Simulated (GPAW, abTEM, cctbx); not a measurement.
# (NaBr)1(SrS)1: the scripts behind a bonding study

Short scripts, each with its output. The cell is a (NaBr)1(SrS)1 superlattice along [001] of the rock-salt type, started at the mean lattice constant and relaxed freely, with no substrate.

### 1. Relax the structure

```text
cell
1.0
     4.277996026    0.000000000    0.000000000
     0.000000000    4.277996026    0.000000000
     0.000000000    0.000000000    6.050000000
Na Br Sr S
1 1 1 1
Direct
0.000000000 0.000000000 0.000000000
0.500000000 0.500000000 0.000000000
0.500000000 0.500000000 0.500000000
0.000000000 0.000000000 0.500000000
```

```python
from ase.constraints import FixSymmetry
from ase.filters import FrechetCellFilter
from ase.io import read, write
from ase.optimize import BFGS
from ase.parallel import parprint
from gpaw import GPAW, PW, FermiDirac

atoms = read("start.vasp")
atoms.set_constraint(FixSymmetry(atoms))
atoms.calc = GPAW(mode=PW(570), xc="PBE", kpts={"size": (5, 5, 4), "gamma": True},
                 occupations=FermiDirac(0.05), maxiter=120, symmetry={"tolerance": 1e-5}, txt="relax.txt")
BFGS(FrechetCellFilter(atoms), maxstep=0.15).run(fmax=0.03, steps=50)
parprint("cell  %.4f %.4f %.4f  %.2f %.2f %.2f" % tuple(atoms.cell.cellpar()))
parprint("volume %.3f A^3, largest force %.3f eV/A, largest stress %.2f GPa" % (atoms.get_volume(), abs(atoms.get_forces()).max(), 160.218 * abs(atoms.get_stress()).max()))
atoms.set_constraint()
write("relaxed.vasp", atoms, direct=True)
```

```console
$ OMP_NUM_THREADS=1 mpirun -n 4 gpaw python run.py > gpaw.log
```

```text
      Step        Energy          fmax
BFGS:    0      -15.910432        0.288635
BFGS:    1      -15.911819        0.275731
BFGS:    2      -15.928360        0.020328
cell  4.2460 4.2460 6.1997  90.00 90.00 90.00
volume 111.772 A^3, largest force 0.000 eV/A, largest stress 0.12 GPa
```

Time: 22 s on 4 cores of Arm Neoverse V1 (shared host), peak memory 0.96 GiB.

### 2. Build the all-electron density and subtract free atoms

```text
cell
1.0
     4.246000050    0.000000000    0.000000000
     0.000000000    4.246000050    0.000000000
     0.000000000    0.000000000    6.199737340
Sr Br S Na
1 1 1 1
Direct
0.500000000 0.500000000 0.500000000
0.500000000 0.500000000 0.000000000
0.000000000 0.000000000 0.500000000
0.000000000 0.000000000 0.000000000
```

```python
import numpy as np
from ase.io import read
from ase.units import Bohr
from gpaw import GPAW, PW, FermiDirac
from gpaw.calculator import GPAW as OldGPAW
from gpaw.mpi import serial_comm, world
from scipy.special import erfc
from scipy.spatial import cKDTree

atoms = read("cell.vasp")
atoms.calc = GPAW(mode=PW(450), xc="PBE", kpts={"size": (6, 6, 4), "gamma": True},
                 occupations=FermiDirac(0.05), maxiter=120, symmetry={"tolerance": 1e-5}, txt="scf.txt")
atoms.get_potential_energy()
rho = atoms.calc.get_all_electron_density(gridrefinement=2)
moments = atoms.get_magnetic_moments() if atoms.calc.get_number_of_spins() == 2 else np.zeros(len(atoms))
total = atoms.get_magnetic_moment() if moments.any() else 0.0
if world.rank == 0:
    free = OldGPAW(mode=PW(450), xc="PBE", txt=None, communicator=serial_comm)
    neutral = atoms.copy()
    neutral.set_initial_magnetic_moments(None)
    free.initialize(neutral)
    free.set_positions(neutral)
    drho = rho - free.get_all_electron_density(gridrefinement=2)
    # GPAW starts from confined atoms: exchange their smooth part for that of the datasets' free atoms
    h = np.stack(np.meshgrid(*[np.fft.fftfreq(n, 1 / n) for n in drho.shape], indexing="ij"), -1)
    gabs = np.linalg.norm(h @ atoms.cell.reciprocal(), axis=-1)
    tails = np.fft.fftn(free.get_pseudo_density(gridrefinement=2))
    g, form, v0 = np.linspace(0, gabs.max(), 1500), {}, 0
    for e in set(atoms.symbols):
        idx = atoms.symbols.search(e)
        d = free.setups[idx[0]].data
        r, w = d.rgd.r_g * Bohr, d.rgd.r_g**2 * d.rgd.dr_g
        j0 = np.sinc(2 * g[:, None] * r)
        smooth = sum(f * p**2 for f, p in zip(d.f_j, d.phit_jg)) + np.sqrt(4 * np.pi) * d.nct_g
        full = sum(f * p**2 for f, p in zip(d.f_j, d.phi_jg)) + np.sqrt(4 * np.pi) * d.nc_g
        phase = sum(np.exp(-2j * np.pi * h @ s) for s in atoms.get_scaled_positions()[idx])
        tails -= np.interp(gabs, g, j0 @ (smooth * w)) * phase * drho.size / atoms.get_volume()
        form[e] = j0 @ (full * w)
        v0 += 2 * np.pi / 3 * 14.3996 * (full * w * r**2).sum() * len(idx)  # V A^3
    tails *= 0.5 * erfc((gabs - 1.8) / 0.25)  # the tails differ at long wavelengths alone
    drho += np.fft.ifftn(tails).real  # crystal minus superposed spherical free atoms
    np.save("drho.npy", drho)
    dv = atoms.get_volume() / drho.size
    print("grid", drho.shape, " electrons %.3f" % (rho.sum() * dv), " moved by bonding %.3f e" % (abs(drho).sum() * dv / 2))
    pts = np.indices(drho.shape).reshape(3, -1).T / drho.shape @ atoms.cell
    shifts = (np.indices((3, 3, 3)).reshape(3, -1).T - 1) @ atoms.cell
    images = (atoms.positions[None] + shifts[:, None]).reshape(-1, 3)
    dist, idx = cKDTree(images).query(pts, k=4)
    out = drho.ravel()[dist[:, 0] > 0.5]
    print("deformation density beyond 0.5 A of the nuclei: max %.3f, min %.3f e/A^3" % (out.max(), out.min()))
    tie = dist < dist[:, :1] + 1e-4
    q = -np.bincount((idx % len(atoms))[tie], (drho.ravel()[:, None] / tie.sum(1, keepdims=True) * tie)[tie], len(atoms)) * dv
    print("atom        x       y       z   Voronoi charge  moment")
    for a, s, c, m in zip(atoms, atoms.get_scaled_positions(), q, moments):
        print("%-2s%-3d %7.4f %7.4f %7.4f %10.3f %10.2f" % (a.symbol, a.index + 1, *s, c, m))
    np.savez("free.npz", g=g, **form)
    print("mean inner potential of superposed free atoms %.3f V" % (v0 / atoms.get_volume()))
    print("total magnetic moment %.3f muB" % total)
```

```console
$ OMP_NUM_THREADS=1 mpirun -n 4 gpaw python run.py > gpaw.log
```

```text
grid (42, 42, 64)  electrons 100.000  moved by bonding 0.857 e
deformation density beyond 0.5 A of the nuclei: max 0.067, min -0.040 e/A^3
atom        x       y       z   Voronoi charge  moment
Sr1    0.5000  0.5000  0.5000      0.257       0.00
Br2    0.5000  0.5000  0.0000     -0.103       0.00
S 3    0.0000  0.0000  0.5000     -0.455       0.00
Na4    0.0000  0.0000  0.0000      0.301       0.00
mean inner potential of superposed free atoms 12.537 V
total magnetic moment 0.000 muB
```

Time: 9.2 s.

### 3. Fourier-transform the difference

```python
from cctbx import adptbx, crystal, miller, xray
from cctbx.eltbx import tiny_pse
import numpy as np

cs = crystal.symmetry(unit_cell=(4.246, 4.246, 6.1997, 90, 90, 90), space_group_symbol='Hall: -P 4 2')  # P4/mmm
atoms = [  # label, site, U (iso, or U11 U22 U33 U12 U13 U23 in A^2), occupancy
    ("Sr1", (0.5, 0.5, 0.5), 0.0000, 1),
    ("Br1", (0.5, 0.5, 0), 0.0000, 1),
    ("S1", (0, 0, 0.5), 0.0000, 1),
    ("Na1", (0, 0, 0), 0.0000, 1),
]
xs = xray.structure(crystal_symmetry=cs)
for label, site, u, occ in atoms:
    u = adptbx.u_cif_as_u_star(cs.unit_cell(), u) if isinstance(u, tuple) else u
    xs.add_scatterer(xray.scatterer(label, site=site, u=u, occupancy=occ))
xs.scattering_type_registry(table="wk1995")
drho = np.load("drho.npy")
T = np.array([[1, 0, 0], [0, 1, 0], [0, 0, 1]])  # conventional axes in terms of the primitive ones
dF = np.fft.ifftn(drho) * 111.77207  # electrons a conventional cell, indexed by primitive hkl
ms = miller.build_set(cs, anomalous_flag=False, d_min=0.9).sort("resolution")
iam = ms.structure_factors_from_scatterers(xs, algorithm="direct").f_calc()
p1 = xs.expand_to_p1()
z = np.array([tiny_pse.table(sc.scattering_type).atomic_number() for sc in p1.scatterers()])
x = np.array(p1.sites_frac())
free = np.load("free.npz")
print("static structure factors of the conventional cell: F in electrons, V (Mott-Bethe) in volts")
print("   h  k  l      d  |F| table  |F| free   |F| DFT   change   |V| free  |V| DFT  change %")
for h, d, table in list(zip(ms.indices(), ms.d_spacings().data(), iam.data()))[:16]:
    df = dF[tuple(np.rint(np.linalg.solve(T, h)).astype(int))]
    phase = np.exp(2j * np.pi * x @ h)
    f = sum(np.interp(1 / d, free["g"], free[sc.scattering_type]) * p for sc, p in zip(p1.scatterers(), phase))
    fz = (z * phase).sum()
    c = 14.3996 * d * d / (np.pi * cs.unit_cell().volume())
    v0, v1 = abs(fz - f) * c, abs(fz - f - df) * c
    print("%4d%3d%3d %7.4f %9.3f %9.3f %9.3f %8.3f %9.3f %8.3f %8s" % (h + (d, abs(table), abs(f), abs(f + df), abs(f + df) - abs(f), v0, v1, "%.1f" % (100 * (v1 / v0 - 1)) if v0 > 0.02 else "-")))
```

```console
$ python run.py
```

```text
static structure factors of the conventional cell: F in electrons, V (Mott-Bethe) in volts
   h  k  l      d  |F| table  |F| free   |F| DFT   change   |V| free  |V| DFT  change %
   0  0  1  6.1997     6.799     6.870     7.214    0.344     1.781    1.239    -30.4
   1  0  0  4.2460    42.155    42.205    42.085   -0.120     2.805    2.894      3.2
   1  0  1  3.5032     1.656     1.642     2.032    0.390     0.180    0.016    -91.0
   0  0  2  3.0998    82.314    82.342    82.807    0.465     6.958    6.775     -2.6
   1  1  0  3.0024    81.605    81.626    81.996    0.370     6.792    6.655     -2.0
   1  1  1  2.7022     5.198     5.213     5.292    0.080     0.835    0.811     -2.9
   1  0  2  2.5036    38.308    38.325    38.375    0.050     1.973    1.960     -0.7
   1  1  2  2.1566    73.228    73.207    73.150   -0.057     5.110    5.121      0.2
   2  0  0  2.1230    72.788    72.765    72.668   -0.097     5.034    5.052      0.4
   0  0  3  2.0666     4.594     4.632     4.715    0.083     0.590    0.575     -2.5
   2  0  1  2.0085     4.530     4.573     4.501   -0.072     0.567    0.579      2.1
   2  1  0  1.8989    35.389    35.406    35.508    0.102     1.566    1.551     -1.0
   1  0  3  1.8582     0.068     0.127     0.015   -0.112     0.265    0.285      7.6
   2  1  1  1.8156     0.075     0.128     0.054   -0.073     0.253    0.278      9.7
   2  0  2  1.7516    67.165    67.135    66.959   -0.177     4.135    4.157      0.5
   1  1  3  1.7023     4.199     4.268     4.241   -0.027     0.444    0.447      0.7
```

Time: 0.71 s on 1 core of Arm Neoverse V1 (shared host), peak memory 0.05 GiB.

### 4. Rock the beam across one reflection

```python
import abtem
import numpy as np
from ase.build import make_supercell
from ase.io import read

abtem.config.set({"dask.lazy": False, "fft": "fftw", "diagnostics.progress_bar": False})
M = [[0, -1, 0], [0, 0, -1], [1, 0, 0]]  # rows: x, y and beam direction in the primitive cell's axes
unit = make_supercell(read("cell.vasp"), M)
unit.set_cell(list(unit.cell.lengths()) + [90, 90, 90], scale_atoms=True)
unit.positions[:, 2] += 1.0615  # keeps atomic planes off the slice boundaries
unit.wrap()
slab = unit * (1, 1, 120)
print(slab.get_chemical_formula(), "| box %.2f x %.2f x %.2f A" % tuple(slab.cell.lengths()))

# change of the potential by bonding, from the DFT deformation density (Poisson's equation term by term)
drho = np.load("drho.npy")
prim = read("cell.vasp")
h = np.stack(np.meshgrid(*[np.fft.fftfreq(n, 1 / n) for n in drho.shape], indexing="ij"), -1).reshape(-1, 3).astype(int)
g2 = ((h @ prim.cell.reciprocal()) ** 2).sum(1)
keep = (g2 > 0) & (g2 < 2.5**2)
shape = (95, 138, 26)
vg = np.zeros(shape, complex)
hm = h[keep] @ np.array(M).T
move = np.exp(-2j * np.pi * hm[:, 2] * (1.0615 / unit.cell[2, 2] - 0.5 / shape[2]))  # the same shift, sampled at mid-points
vg[tuple(hm.T % np.array(shape)[:, None])] = -14.3996 / np.pi * (np.fft.fftn(drho).ravel() / drho.size)[keep] / g2[keep] * move
dV = np.fft.ifftn(vg).real * vg.size
dV = dV.reshape(95, 138, 2, 13).mean(3) * unit.cell[2, 2] / 2  # V A, projected in each slice
dV = np.tile(dV.transpose(2, 0, 1), (120, 1, 1))


def build(atoms):
    p = abtem.Potential(atoms, gpts=(95, 138), slice_thickness=[slab.cell[2, 2] / 240] * 240,
                        parametrization="lobato", projection="infinite", exit_planes=60).build()
    p.array[:] += BONDING * dV
    return p


def potentials():
    yield build(slab)  # atoms at rest


for label, BONDING in (("IAM", 0.0), ("DFT", 1.0)):
    print("=====", label)
    potential = build(slab)
    print("grid", potential.gpts, "slices", potential.num_slices)
    thickness = potential.exit_thicknesses
    h = np.array(M) @ np.linalg.solve(np.array([[1, 0, 0], [0, 1, 0], [0, 0, 1]]), [0, 1, 0])
    ix, iy = round(h[0]) * 1, round(h[1]) * 1
    gxy = h[:2] / unit.cell.lengths()[:2]
    along = gxy / np.hypot(*gxy)
    across = np.array([-along[1], along[0]])
    bragg = 500 * abtem.PlaneWave(energy=200000).wavelength * np.hypot(*gxy)
    print("Bragg angle %.3f mrad; beam tilted 55 mrad off the zone axis across the row" % bragg)
    print("dark-field intensity of 0 1 0 against tilt along the row, in Bragg angles")
    print("  t (A)" + "".join("%8.2f" % s for s in [0.2, 0.4, 0.6, 0.8, 1.0, 1.2, 1.4, 1.6, 1.8, 2.0, 2.2, 2.4, 2.6]))
    rows = []
    row = [(n * ix, n * iy) for n in range(-8, 9)]
    for s in [0.2, 0.4, 0.6, 0.8, 1.0, 1.2, 1.4, 1.6, 1.8, 2.0, 2.2, 2.4, 2.6]:
        tilt = -s * bragg * along + 55 * across
        dp = abtem.PlaneWave(energy=200000, tilt=tuple(tilt)).multislice(potential).diffraction_patterns(max_angle="valid").array
        rows.append(dp[:, dp.shape[1] // 2 + ix, dp.shape[2] // 2 + iy])
        if s == 1.0:
            cx, cy = dp.shape[1] // 2, dp.shape[2] // 2
            share = sum(dp[:, cx + i, cy + j] for i, j in row if abs(i) < cx and abs(j) < cy) / dp.sum(axis=(1, 2))
            total = dp.sum(axis=(1, 2))
    for t, a in list(zip(thickness, np.array(rows).T))[1:]:
        print("%7.1f" % t + "".join("%8.4f" % v for v in a))
    print("at the Bragg tilt, share in the row:", share[1:].round(3).tolist(), "total:", total[1:].round(3).tolist())
```

```console
$ python run.py
```

```text
Br120Na120S120Sr120 | box 4.25 x 6.20 x 509.52 A
===== IAM
grid (95, 138) slices 240
Bragg angle 2.953 mrad; beam tilted 55 mrad off the zone axis across the row
dark-field intensity of 0 1 0 against tilt along the row, in Bragg angles
  t (A)    0.20    0.40    0.60    0.80    1.00    1.20    1.40    1.60    1.80    2.00    2.20    2.40    2.60
  127.4  0.0697  0.0711  0.0720  0.0724  0.0724  0.0719  0.0710  0.0697  0.0680  0.0656  0.0628  0.0595  0.0560
  254.8  0.2842  0.3129  0.3351  0.3498  0.3546  0.3488  0.3336  0.3112  0.2822  0.2450  0.2027  0.1590  0.1190
  382.1  0.3462  0.4205  0.5270  0.6469  0.7050  0.6482  0.5290  0.4218  0.3472  0.2745  0.1977  0.1263  0.0758
  509.5  0.2710  0.3132  0.4737  0.6360  0.6715  0.6388  0.4764  0.3089  0.2655  0.2302  0.1460  0.0745  0.0528
at the Bragg tilt, share in the row: [0.9049999713897705, 0.8679999709129333, 0.8880000114440918, 0.8579999804496765] total: [0.9980000257492065, 0.9959999918937683, 0.9940000176429749, 0.9929999709129333]
===== DFT
grid (95, 138) slices 240
Bragg angle 2.953 mrad; beam tilted 55 mrad off the zone axis across the row
dark-field intensity of 0 1 0 against tilt along the row, in Bragg angles
  t (A)    0.20    0.40    0.60    0.80    1.00    1.20    1.40    1.60    1.80    2.00    2.20    2.40    2.60
  127.4  0.0736  0.0751  0.0760  0.0765  0.0765  0.0760  0.0751  0.0737  0.0719  0.0694  0.0664  0.0629  0.0593
  254.8  0.2963  0.3272  0.3514  0.3674  0.3727  0.3664  0.3499  0.3257  0.2945  0.2549  0.2105  0.1649  0.1232
  382.1  0.3511  0.4299  0.5417  0.6664  0.7267  0.6676  0.5437  0.4313  0.3522  0.2772  0.1993  0.1272  0.0756
  509.5  0.2597  0.3052  0.4697  0.6309  0.6677  0.6337  0.4725  0.3013  0.2546  0.2205  0.1396  0.0711  0.0506
at the Bragg tilt, share in the row: [0.9049999713897705, 0.8679999709129333, 0.8899999856948853, 0.8610000014305115] total: [0.9980000257492065, 0.9959999918937683, 0.9940000176429749, 0.9929999709129333]
```

Time: 15 s.

[Outputs are excerpts: Python notices, other lines and further rows are left out; steps that failed or that the build refused (PBEsol, TPSS) are not shown.]

[Logs are printed without paths, hosts, clocks, repeated set-up lines and the standing remarks that a program may print on its own settings, such as how far it seeks lower states.]
